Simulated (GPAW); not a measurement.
Records of electronic-structure calculations.

```
BiB (honeycomb monolayer): G0W0 with GPAW, start to end
1.0
     3.87011    0.00000    0.00000
    -1.93505    3.35161    0.00000
     0.00000    0.00000   11.40000
B Bi
1 1
Direct
  0.33333 0.66667 0.47906
  0.66667 0.33333 0.52093
# method: DFT, PBE, plane waves, PAW (and 1 further level or step)
# program: GPAW 26.7.0
# settings: cutoff 600 eV, GPAW PAW setups 1.2.1 data release, 6×6×1 k-mesh, nbands 250
# cost: 4 runs, 3.7 min in all on 4 MPI ranks of Arm Neoverse V1, shared host
# notes: The structure was relaxed with PBE. Limits: no spin-orbit coupling.
# PBE gap: 0.49 eV, direct
# G0W0 gap on the mesh: 0.93 eV
# GW settings: 6×6×1 mesh, 111 bands, screening to 48 eV, full frequency, Hilbert transform
# known limits: short of the basis limit; model gap, bands may invert with spin-orbit coupling; no spin-orbit coupling
```

[Long decimals in the printed logs are rounded to 6 places.]

[Logs are printed without paths, hosts, clocks, repeated set-up lines and the standing remarks that a program may print on its own settings, such as how far it seeks lower states.]

[Paths, hosts, dates, memory and timing lines, banners, echoed tables and standing remarks are left out of the program output; an Ansatz launch command may be rebuilt from the run's recorded settings. Measured values are a selection of at most five: reports struck by readers or far from the other reports are left out. None is set beside runs whose start may be inverted or whose files or cutoffs have a known fault.]

[Runs of the session that timed out or met a known fault of the program may be left out.]

[Hosts, paths, dates, database ids (printed as entryN), source tags and the programs' standing remarks are cut or masked in the printed files.]

[Where the starting crystal was built by hand or by swapping elements, it need not be the compound's stable phase.]
